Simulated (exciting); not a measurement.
Consider CsSrF3, space group Pm-3m.

```xyz
5
Lattice="4.7632 0.0000 0.0000 0.0000 4.7632 0.0000 0.0000 0.0000 4.7632" Properties=species:S:1:pos:R:3 pbc="T T T"
Cs    0.0000    0.0000    0.0000
Sr    2.3816    2.3816    2.3816
F     2.3816    2.3816    0.0000
F     2.3816    0.0000    2.3816
F     0.0000    2.3816    2.3816
```

Absorber: atom 2, with 6 F at 2.38 Å (octahedral, site symmetry m-3m). Method: exciting, all-electron LAPW+lo, LDA, exchange and screened direct term (singlet BSE), 3×3×3 shifted k points, 54 conduction bands, |G+q| up to 3 bohr⁻¹ (2 in the exchange term), full RPA screening with nempty = 85, Lorentzian half width 0.69 eV.

**Question.** Predict the Sr L₃ near-edge structure at this level.

Bound core exciton? Yes on this mesh: the first bright state (over 5 % of the brightest) lies at -2.33 eV from the Kohn–Sham onset and at -2.82 eV from the lowest bare transition of its own mesh. Maxima (height): -2.3 eV (1.00), -0.4 eV (0.71) and 13.3 eV (0.13).

Energy from the Kohn–Sham onset, core level to the lowest empty state found on the meshes used; Im ε in relative units:

```
E (eV)  Im ε
  -7.5  0.02
  -7.0  0.03
  -6.5  0.04
  -6.0  0.04
  -5.5  0.06
  -5.0  0.08
  -4.5  0.11
  -4.0  0.16
  -3.5  0.27
  -3.0  0.52
  -2.5  0.93
  -2.0  0.86
  -1.5  0.56
  -1.0  0.55
  -0.5  0.70
   0.0  0.58
   0.5  0.42
   1.0  0.37
   1.5  0.29
   2.0  0.22
   2.5  0.17
   3.0  0.14
   3.5  0.12
   4.0  0.11
   4.5  0.11
   5.0  0.11
   5.5  0.11
   6.0  0.10
   6.5  0.10
   7.0  0.09
   7.5  0.09
   8.0  0.09
   8.5  0.09
   9.0  0.08
   9.5  0.07
  10.0  0.06
  10.5  0.06
  11.0  0.06
  11.5  0.07
  12.0  0.09
  12.5  0.11
  13.0  0.13
  13.5  0.13
  14.0  0.12
  14.5  0.12
  15.0  0.11
  15.5  0.10
  16.0  0.10
  16.5  0.08
  17.0  0.07
  17.5  0.07
  18.0  0.07
  18.5  0.08
  19.0  0.08
  19.5  0.08
  20.0  0.07
  20.5  0.07
  21.0  0.06
  21.5  0.06
  22.0  0.06
  22.5  0.06
  23.0  0.06
```

A mesh of 27 points doesn't converge binding energies, and fine structure above the first lines is partly noise of the mesh. Exchange and the short-range direct term aren't converged in the kernel cutoff. The zero comes from the unshifted 3×3×3 ground-state mesh; it is exact only where the band minimum lies on that mesh. The conduction states carry no spin here, so the exchange coupling to the spinor core hole is only partly held. This core level is treated alone, with no coupling to its spin–orbit partner. The Kohn–Sham onset, 1888 eV, is no photon energy (tabulated edge of the element: 1940 eV): the scale needs a rigid shift. No quasiparticle correction widens the gap or stretches the bands. Vibrations and energy-dependent lifetimes are left out. The structure is a Materials Project entry, computed there, and may be a hypothetical form.

[Banner, clock and machine lines of the logs are left out without a mark of their own.]

[Logs are printed without paths, hosts, clocks, repeated set-up lines and the standing remarks that a program may print on its own settings, such as how far it seeks lower states.]

[Hosts, paths, dates, database ids (printed as entryN), source tags and the programs' standing remarks are cut or masked in the printed files.]
